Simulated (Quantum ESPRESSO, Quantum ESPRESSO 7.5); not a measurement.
## RuAl(110), stepped through the number of layers

Aim: how the results for RuAl(110) change with the number of layers.

Calculated with Quantum ESPRESSO 7.5; plane-wave DFT, PBE, GBRV ultrasoft pseudopotentials.

Report form: the programs' logs are mostly left out.

The structure was built from a prototype and need not be the compound's stable phase.

## (1) Set-up

The structure is cubic, space group Pm-3m (No. 221). Conventional cell: a = 2.990 Å, b = 2.990 Å, c = 2.990 Å, α = 90.00°, β = 90.00°, γ = 90.00°. Ru has 8 Al at 2.59 Å nearest. Al has 8 Ru at 2.59 Å nearest. Farther neighbours are not listed.

Set-up: Symmetric 1×1 slabs with 16 Å of vacuum in the starting cell; the two outer layers of each face relax in a periodic cell and the inner ones are held; a run under open boundaries (ESM, bc1) then gives the work function. Cold smearing of 0.02 Ry, one mesh for all thicknesses. The slabs take the lattice constants of the bulk relaxed by the same program.

Members 5, 6 and 7 took the same steps and show in the table alone.

## (2) Relaxing cell and ions of the reference

The bulk crystal is relaxed in cell and atoms; the members are built on its lattice constants.

ref.vc.in

```
&control
  prefix = 'ref.vc'
  outdir = './out'
  pseudo_dir = './pseudo'
  nstep = 40
  forc_conv_thr = 0.0003
  calculation = 'vc-relax'
/
&system
  ibrav = 0
  nat = 4
  ntyp = 2
  ecutwfc = 50
  ecutrho = 250
  occupations = 'smearing'
  smearing = 'mv'
  degauss = 0.02
/
&electrons
  conv_thr = 1e-09
  mixing_beta = 0.4
  electron_maxstep = 120
/
&ions
/
&cell
  press_conv_thr = 0.3
/
ATOMIC_SPECIES
  Ru  101.0700  ru_pbe_v1.2.uspp.F.UPF
  Al  26.9815  al_pbe_v1.uspp.F.UPF
CELL_PARAMETERS angstrom
  2.99000000000000 0.00000000000000 0.00000000000000
  0.00000000000000 4.22849855149556 0.00000000000000
  0.00000000000000 0.00000000000000 4.22849855149556
ATOMIC_POSITIONS crystal
  Ru  0.000000000000 0.000000000000 0.000000000000
  Al  0.500000000000 0.500000000000 0.000000000000
  Ru  0.000000000000 0.500000000000 0.500000000000
  Al  0.500000000000 0.000000000000 0.500000000000
K_POINTS automatic
  14 10 10 0 0 0
```

Command:

```bash
OMP_NUM_THREADS=1 mpirun -n 8 pw.x -nk 8 -in ref.vc.in > ref.vc.out
```

The job ended after 62 s (8 MPI ranks of Arm Neoverse V2, shared host; peak memory 0.68 GiB).

Relaxation path:

| step | energy less that of the first step (eV) | largest force (eV/Å) | volume (Å³) |
| --- | --- | --- | --- |
| 1 | 0.0000 | 0.0000 | 53.46 |
| 2 | -0.0062 | 0.0000 | 54.23 |
| 3 | -0.0062 | 0.0000 | 54.18 |
| 4 | -0.0062 | 0.0000 | 54.18 |
| 5 | -0.0063 | 0.0000 | 54.18 |

| cell as run | before | after | change |
| --- | --- | --- | --- |
| a (Å) | 2.990 | 3.004 | +0.5 % |
| b (Å) | 4.228 | 4.247 | +0.4 % |
| c (Å) | 4.228 | 4.247 | +0.4 % |
| volume (Å³/atom) | 13.37 | 13.54 | +1.3 % |

The relaxed structure:

```xyz
4
Lattice="3.0040 0.0000 0.0000 0.0000 4.2468 0.0000 0.0000 0.0000 4.2468" Properties=species:S:1:pos:R:3 pbc="T T T"
Ru    0.0000    0.0000    0.0000
Al    1.5020    2.1234    0.0000
Ru    0.0000    2.1234    2.1234
Al    1.5020    0.0000    2.1234
```

 The last row is no step: it is a fresh SCF in the final cell with a new plane-wave basis, -0 meV from the row before.

Read from the output:

```
free energy  : -5471.0863 eV
Fermi energy : 15.99 eV
```

## (3) SCF with pw.x of the reference

A bulk run at that cell gives the reference energy and levels.

ref.bulk.in

```
&control
  prefix = 'ref.bulk'
  outdir = './out'
  pseudo_dir = './pseudo'
  calculation = 'scf'
  tprnfor = .true.
/
&system
  ibrav = 0
  nat = 4
  ntyp = 2
  ecutwfc = 40
  ecutrho = 200
  occupations = 'smearing'
  smearing = 'mv'
  degauss = 0.02
/
&electrons
  conv_thr = 1e-09
  mixing_beta = 0.4
  electron_maxstep = 120
/
ATOMIC_SPECIES
  Ru  101.0700  ru_pbe_v1.2.uspp.F.UPF
  Al  26.9815  al_pbe_v1.uspp.F.UPF
CELL_PARAMETERS angstrom
  3.00399312500000 0.00000000000000 0.00000000000000
  0.00000000000000 4.24681442200000 0.00000000000000
  0.00000000000000 0.00000000000000 4.24681442200000
ATOMIC_POSITIONS crystal
  Ru  0.000000000000 0.000000000000 0.000000000000
  Al  0.500000000000 0.500000000000 0.000000000000
  Ru  0.000000000000 0.500000000000 0.500000000000
  Al  0.500000000000 0.000000000000 0.500000000000
K_POINTS automatic
  14 10 10 0 0 0
```

Command:

```bash
OMP_NUM_THREADS=1 mpirun -n 8 pw.x -nk 8 -in ref.bulk.in > ref.bulk.out
```

Wall time 14 s (8 MPI ranks); peak memory 0.55 GiB; 1.8 min of CPU time.

Numbers from this step:

- free energy: -5471.0824 eV

## (4) Relaxation with pw.x, 3 layers

What the set-up leaves free in this member is relaxed.

System of this step: RuAl(110), 3 layers. The cell holds 6 atoms: 3 Ru and 3 Al. Its edges and angles: a = 3.004 Å, b = 4.247 Å, c = 20.316 Å, α = 90.0°, β = 90.0°, γ = 90.0°. It derives from RuAl. Vacuum lies along c.

m0.relax.in

```
&control
  prefix = 'm0.relax'
  outdir = './out'
  pseudo_dir = './pseudo'
  nstep = 40
  forc_conv_thr = 0.001
  calculation = 'relax'
/
&system
  ibrav = 0
  nat = 6
  ntyp = 2
  ecutwfc = 40
  ecutrho = 200
  occupations = 'smearing'
  smearing = 'mv'
  degauss = 0.02
/
&electrons
  conv_thr = 1e-08
  mixing_beta = 0.4
  electron_maxstep = 120
  mixing_mode = 'local-TF'
/
&ions
/
ATOMIC_SPECIES
  Ru  101.0700  ru_pbe_v1.2.uspp.F.UPF
  Al  26.9815  al_pbe_v1.uspp.F.UPF
CELL_PARAMETERS angstrom
  3.00399312500000 0.00000000000000 0.00000000000000
  0.00000000000000 4.24681442200000 0.00000000000000
  0.00000000000000 0.00000000000000 20.31611891022490
ATOMIC_POSITIONS crystal
  Ru  0.000000000000 0.000000000000 0.395481650783
  Al  0.500000000000 0.500000000000 0.395481650783
  Ru  0.000000000000 0.500000000000 0.500000000000
  Al  0.500000000000 0.000000000000 0.500000000000
  Ru  0.000000000000 0.000000000000 0.604518349217
  Al  0.500000000000 0.500000000000 0.604518349217
K_POINTS automatic
  12 8 1 0 0 0
```

Command:

```bash
OMP_NUM_THREADS=1 mpirun -n 8 pw.x -nk 4 -in m0.relax.in > m0.relax.out
```

It took 2.6 min on 8 MPI ranks; peak memory 0.95 GiB.

Relaxation path:

| step | energy less that of the first step (eV) | largest force (eV/Å) |
| --- | --- | --- |
| 1 | 0.0000 | 0.2781 |
| 2 | -0.0035 | 0.2355 |
| 3 | -0.0067 | 0.1896 |
| 4 | -0.0104 | 0.1181 |
| 5 | -0.0130 | 0.0373 |
| 6 | -0.0131 | 0.0257 |
| 7 | -0.0132 | 0.0193 |

The atoms that moved most (Å):

| atom | dx | dy | dz | length |
| --- | --- | --- | --- | --- |
| Ru1 | 0.000 | 0.000 | 0.039 | 0.039 |
| Ru5 | 0.000 | 0.000 | -0.039 | 0.039 |
| Al6 | 0.000 | 0.000 | -0.021 | 0.021 |
| Al2 | 0.000 | 0.000 | 0.021 | 0.021 |

The relaxation lowers the energy by 2 meV an atom.

Numbers from this step:

- free energy: -8203.1053 eV
- Fermi energy: 1.871 eV

## (5) SCF with pw.x, 3 layers

A run under open boundaries on these atoms gives the vacuum levels.

m0.esm.in

```
&control
  prefix = 'm0.esm'
  outdir = './out'
  pseudo_dir = './pseudo'
  calculation = 'scf'
  tprnfor = .true.
/
&system
  ibrav = 0
  nat = 6
  ntyp = 2
  ecutwfc = 40
  ecutrho = 200
  occupations = 'smearing'
  smearing = 'mv'
  degauss = 0.02
  assume_isolated = 'esm'
  esm_bc = 'bc1'
/
&electrons
  conv_thr = 1e-08
  mixing_beta = 0.25
  electron_maxstep = 160
  mixing_mode = 'local-TF'
  mixing_ndim = 12
/
ATOMIC_SPECIES
  Ru  101.0700  ru_pbe_v1.2.uspp.F.UPF
  Al  26.9815  al_pbe_v1.uspp.F.UPF
CELL_PARAMETERS angstrom
  3.00399312500000 0.00000000000000 0.00000000000000
  0.00000000000000 4.24681442200000 0.00000000000000
  0.00000000000000 0.00000000000000 20.31611891022490
ATOMIC_POSITIONS crystal
  Ru  0.000000000000 0.000000000000 -0.102616817100
  Al  0.500000000000 0.500000000000 -0.103503497300
  Ru  0.000000000000 0.500000000000 0.000000000000
  Al  0.500000000000 0.000000000000 0.000000000000
  Ru  0.000000000000 0.000000000000 0.102616817100
  Al  0.500000000000 0.500000000000 0.103503497300
K_POINTS automatic
  12 8 1 0 0 0
```

Command:

```bash
OMP_NUM_THREADS=1 mpirun -n 8 pw.x -nk 4 -in m0.esm.in > m0.esm.out
```

Wall time 65 s (8 MPI ranks); peak memory 0.96 GiB.

Numbers from this step:

* Fermi energy: -4.720 eV
* vacuum line at the lower end of the cell, over the Fermi level: 4.720 eV
* vacuum line at the upper end of the cell, over the Fermi level: 4.720 eV

Electrostatic potential energy of an electron; zero at the Fermi level. The potential energy, planar mean by z:

z (Å), potential energy, planar mean (eV) and a bar from the least value:
```
      -10        4.7 ##############################
       -9        4.7 ##############################
       -8        4.7 ##############################
       -7        4.7 ##############################
       -6        4.7 ##############################
       -5        4.7 ##############################
       -4        4.3 ##############################
       -3       -1.0 #########################
       -2      -29.9 #
       -1       -1.6 #########################
        0      -31.3 
        1       -1.6 #########################
        2      -29.9 #
        3       -1.0 #########################
        4        4.3 ##############################
        5        4.7 ##############################
        6        4.7 ##############################
        7        4.7 ##############################
        8        4.7 ##############################
        9        4.7 ##############################
       10        4.7 ##############################
```

The vacuum levels are read from the outermost 0.7 Å of the cell on either side.

Inside the slab this potential holds the local part of the pseudopotentials, which can be repulsive at the nuclei; only its value in the vacuum has a meaning of its own.

## (6) Relaxation with pw.x, 4 layers

System of this step: RuAl(110), 4 layers. The cell holds 8 atoms: 4 Ru and 4 Al. Its edges and angles: a = 3.004 Å, b = 4.247 Å, c = 22.440 Å, α = 90.0°, β = 90.0°, γ = 90.0°. It derives from RuAl. Vacuum lies along c.

m1.relax.in

```
&control
  prefix = 'm1.relax'
  outdir = './out'
  pseudo_dir = './pseudo'
  nstep = 40
  forc_conv_thr = 0.001
  calculation = 'relax'
/
&system
  ibrav = 0
  nat = 8
  ntyp = 2
  ecutwfc = 40
  ecutrho = 200
  occupations = 'smearing'
  smearing = 'mv'
  degauss = 0.02
/
&electrons
  conv_thr = 1e-08
  mixing_beta = 0.4
  electron_maxstep = 120
  mixing_mode = 'local-TF'
/
&ions
/
ATOMIC_SPECIES
  Ru  101.0700  ru_pbe_v1.2.uspp.F.UPF
  Al  26.9815  al_pbe_v1.uspp.F.UPF
CELL_PARAMETERS angstrom
  3.00399312500000 0.00000000000000 0.00000000000000
  0.00000000000000 4.24681442200000 0.00000000000000
  0.00000000000000 0.00000000000000 22.43952612122490
ATOMIC_POSITIONS crystal
  Ru  0.000000000000 0.000000000000 0.358058017835
  Al  0.500000000000 0.500000000000 0.358058017835
  Ru  0.000000000000 0.500000000000 0.452686005945
  Al  0.500000000000 0.000000000000 0.452686005945
  Ru  0.000000000000 0.000000000000 0.547313994055
  Al  0.500000000000 0.500000000000 0.547313994055
  Ru  0.000000000000 0.500000000000 0.641941982165
  Al  0.500000000000 0.000000000000 0.641941982165
K_POINTS automatic
  12 8 1 0 0 0
```

Command:

```bash
OMP_NUM_THREADS=1 mpirun -n 8 pw.x -nk 4 -in m1.relax.in > m1.relax.out
```

It took 4.7 min on 8 MPI ranks; peak memory 1.1 GiB; 38 min of CPU time.

Step by step:

| step | energy less that of the first step (eV) | largest force (eV/Å) |
| --- | --- | --- |
| 1 | 0.0000 | 0.1461 |
| 2 | -0.0013 | 0.1334 |
| 3 | -0.0025 | 0.1181 |
| 4 | -0.0040 | 0.0939 |
| 5 | -0.0055 | 0.0569 |
| 6 | -0.0065 | 0.0398 |
| 7 | -0.0066 | 0.0326 |
| 8 | -0.0067 | 0.0210 |

The atoms that moved most (Å):

| atom | dx | dy | dz | length |
| --- | --- | --- | --- | --- |
| Ru1 | 0.000 | 0.000 | 0.031 | 0.031 |
| Ru7 | 0.000 | 0.000 | -0.031 | 0.031 |
| Al6 | 0.000 | 0.000 | -0.012 | 0.012 |
| Al4 | 0.000 | 0.000 | 0.012 | 0.012 |
| Al8 | 0.000 | 0.000 | -0.012 | 0.012 |
| Al2 | 0.000 | 0.000 | 0.012 | 0.012 |
| Ru3 | 0.000 | 0.000 | 0.012 | 0.012 |
| Ru5 | 0.000 | 0.000 | -0.012 | 0.012 |

Final coordinates:

```cif
data_structure
_symmetry_space_group_name_H-M 'P 1'
_symmetry_Int_Tables_number 1
_cell_length_a 3.0040
_cell_length_b 4.2468
_cell_length_c 22.4395
_cell_angle_alpha 90.000
_cell_angle_beta 90.000
_cell_angle_gamma 90.000
_cell_volume 286.27
loop_
_atom_site_label
_atom_site_type_symbol
_atom_site_fract_x
_atom_site_fract_y
_atom_site_fract_z
_atom_site_occupancy
Ru1 Ru 0.00000 0.00000 0.35946 1
Al2 Al 0.50000 0.50000 0.35858 1
Ru3 Ru 0.00000 0.50000 0.45320 1
Al4 Al 0.50000 0.00000 0.45324 1
Ru5 Ru 0.00000 0.00000 0.54680 1
Al6 Al 0.50000 0.50000 0.54676 1
Ru7 Ru 0.00000 0.50000 0.64054 1
Al8 Al 0.50000 0.00000 0.64142 1
```

Read from the output:

```
free energy  : -10938.6572 eV
Fermi energy : 3.233 eV
```

## (7) SCF with pw.x, 4 layers

m1.esm.in

```
&control
  prefix = 'm1.esm'
  outdir = './out'
  pseudo_dir = './pseudo'
  calculation = 'scf'
  tprnfor = .true.
/
&system
  ibrav = 0
  nat = 8
  ntyp = 2
  ecutwfc = 40
  ecutrho = 200
  occupations = 'smearing'
  smearing = 'mv'
  degauss = 0.02
  assume_isolated = 'esm'
  esm_bc = 'bc1'
/
&electrons
  conv_thr = 1e-08
  mixing_beta = 0.25
  electron_maxstep = 160
  mixing_mode = 'local-TF'
  mixing_ndim = 12
/
ATOMIC_SPECIES
  Ru  101.0700  ru_pbe_v1.2.uspp.F.UPF
  Al  26.9815  al_pbe_v1.uspp.F.UPF
CELL_PARAMETERS angstrom
  3.00399312500000 0.00000000000000 0.00000000000000
  0.00000000000000 4.24681442200000 0.00000000000000
  0.00000000000000 0.00000000000000 22.43952612122490
ATOMIC_POSITIONS crystal
  Ru  0.000000000000 0.000000000000 -0.140538388400
  Al  0.500000000000 0.500000000000 -0.141421967200
  Ru  0.000000000000 0.500000000000 -0.046796856700
  Al  0.500000000000 0.000000000000 -0.046763129700
  Ru  0.000000000000 0.000000000000 0.046796856700
  Al  0.500000000000 0.500000000000 0.046763129700
  Ru  0.000000000000 0.500000000000 0.140538388400
  Al  0.500000000000 0.000000000000 0.141421967200
K_POINTS automatic
  12 8 1 0 0 0
```

Command:

```bash
OMP_NUM_THREADS=1 mpirun -n 8 pw.x -nk 4 -in m1.esm.in > m1.esm.out
```

It took 3.2 min on 8 MPI ranks; peak memory 1.1 GiB; 25 min of CPU time.

This step gave:

| Item | Value |
| --- | --- |
| Fermi energy | -4.698 eV |
| vacuum line at the lower end of the cell, over the Fermi level | 4.698 eV |
| vacuum line at the upper end of the cell, over the Fermi level | 4.698 eV |

Inside the slab this potential holds the local part of the pseudopotentials, which can be repulsive at the nuclei; only its value in the vacuum has a meaning of its own.

## (8) Relaxation with pw.x, 8 layers

System of this step: RuAl(110), 8 layers. The cell holds 16 atoms: 8 Ru and 8 Al. Its edges and angles: a = 3.004 Å, b = 4.247 Å, c = 30.933 Å, α = 90.0°, β = 90.0°, γ = 90.0°. It derives from RuAl. Vacuum lies along c.

m5.relax.in

```
&control
  prefix = 'm5.relax'
  outdir = './out'
  pseudo_dir = './pseudo'
  nstep = 40
  forc_conv_thr = 0.001
  calculation = 'relax'
/
&system
  ibrav = 0
  nat = 16
  ntyp = 2
  ecutwfc = 40
  ecutrho = 200
  occupations = 'smearing'
  smearing = 'mv'
  degauss = 0.02
/
&electrons
  conv_thr = 1e-08
  mixing_beta = 0.4
  electron_maxstep = 120
  mixing_mode = 'local-TF'
/
&ions
/
ATOMIC_SPECIES
  Ru  101.0700  ru_pbe_v1.2.uspp.F.UPF
  Al  26.9815  al_pbe_v1.uspp.F.UPF
CELL_PARAMETERS angstrom
  3.00399312500000 0.00000000000000 0.00000000000000
  0.00000000000000 4.24681442200000 0.00000000000000
  0.00000000000000 0.00000000000000 30.93315496522490
ATOMIC_POSITIONS crystal
  Ru  0.000000000000 0.000000000000 0.259742410793
  Al  0.500000000000 0.500000000000 0.259742410793
  Ru  0.000000000000 0.500000000000 0.328387436281
  Al  0.500000000000 0.000000000000 0.328387436281
  Ru  0.000000000000 0.000000000000 0.397032461769 0 0 0
  Al  0.500000000000 0.500000000000 0.397032461769 0 0 0
  Ru  0.000000000000 0.500000000000 0.465677487256 0 0 0
  Al  0.500000000000 0.000000000000 0.465677487256 0 0 0
  Ru  0.000000000000 0.000000000000 0.534322512744 0 0 0
  Al  0.500000000000 0.500000000000 0.534322512744 0 0 0
  Ru  0.000000000000 0.500000000000 0.602967538231 0 0 0
  Al  0.500000000000 0.000000000000 0.602967538231 0 0 0
  Ru  0.000000000000 0.000000000000 0.671612563719
  Al  0.500000000000 0.500000000000 0.671612563719
  Ru  0.000000000000 0.500000000000 0.740257589207
  Al  0.500000000000 0.000000000000 0.740257589207
K_POINTS automatic
  12 8 1 0 0 0
```

Command:

```bash
OMP_NUM_THREADS=1 mpirun -n 8 pw.x -nk 4 -in m5.relax.in > m5.relax.out
```

Elapsed: 20 min, on 8 MPI ranks; peak memory 1.8 GiB; 2.7 h of CPU time.

The steps of the relaxation:

| step | energy less that of the first step (eV) | largest force (eV/Å) |
| --- | --- | --- |
| 1 | 0.0000 | 0.1331 |
| 2 | -0.0008 | 0.1137 |
| 3 | -0.0015 | 0.0926 |
| 4 | -0.0025 | 0.0635 |
| 5 | -0.0035 | 0.0467 |
| 6 | -0.0044 | 0.0656 |
| 7 | -0.0047 | 0.0586 |
| 8 | -0.0050 | 0.0395 |
| 9 | -0.0053 | 0.0148 |

The atoms that moved most (Å):

| atom | dx | dy | dz | length |
| --- | --- | --- | --- | --- |
| Ru1 | 0.000 | 0.000 | 0.033 | 0.033 |
| Ru15 | 0.000 | 0.000 | -0.033 | 0.033 |
| Al2 | 0.000 | 0.000 | 0.021 | 0.021 |
| Al16 | 0.000 | 0.000 | -0.021 | 0.021 |
| Ru3 | 0.000 | 0.000 | 0.016 | 0.016 |
| Ru13 | 0.000 | 0.000 | -0.016 | 0.016 |
| Al4 | 0.000 | 0.000 | 0.013 | 0.013 |
| Al14 | 0.000 | 0.000 | -0.013 | 0.013 |

The relaxed structure:

```cif
data_structure
_symmetry_space_group_name_H-M 'P 1'
_symmetry_Int_Tables_number 1
_cell_length_a 3.0040
_cell_length_b 4.2468
_cell_length_c 30.9332
_cell_angle_alpha 90.000
_cell_angle_beta 90.000
_cell_angle_gamma 90.000
_cell_volume 394.63
loop_
_atom_site_label
_atom_site_type_symbol
_atom_site_fract_x
_atom_site_fract_y
_atom_site_fract_z
_atom_site_occupancy
Ru1 Ru 0.00000 0.00000 0.26081 1
Al2 Al 0.50000 0.50000 0.26041 1
Ru3 Ru 0.00000 0.50000 0.32891 1
Al4 Al 0.50000 0.00000 0.32881 1
Ru5 Ru 0.00000 0.00000 0.39703 1
Al6 Al 0.50000 0.50000 0.39703 1
Ru7 Ru 0.00000 0.50000 0.46568 1
Al8 Al 0.50000 0.00000 0.46568 1
Ru9 Ru 0.00000 0.00000 0.53432 1
Al10 Al 0.50000 0.50000 0.53432 1
Ru11 Ru 0.00000 0.50000 0.60297 1
Al12 Al 0.50000 0.00000 0.60297 1
Ru13 Ru 0.00000 0.00000 0.67109 1
Al14 Al 0.50000 0.50000 0.67119 1
Ru15 Ru 0.00000 0.50000 0.73919 1
Al16 Al 0.50000 0.00000 0.73959 1
```

 On the free atoms the largest force ends at 0.015 eV/Å.

Read from the output:

- free energy: -21880.7903 eV
- Fermi energy: 6.712 eV

(Part 1 of 2 ends here.)

[Logs are printed without paths, hosts, clocks, repeated set-up lines and the standing remarks that a program may print on its own settings, such as how far it seeks lower states.]

[Hosts, paths, dates, database ids (printed as entryN), source tags and the programs' standing remarks are cut or masked in the printed files.]

[Maps of the electrostatic potential energy from Ansatz leave out the sawtooth potential of an applied field or a dipole correction, so their vacuum need not be flat; planar profiles and work functions include it.]
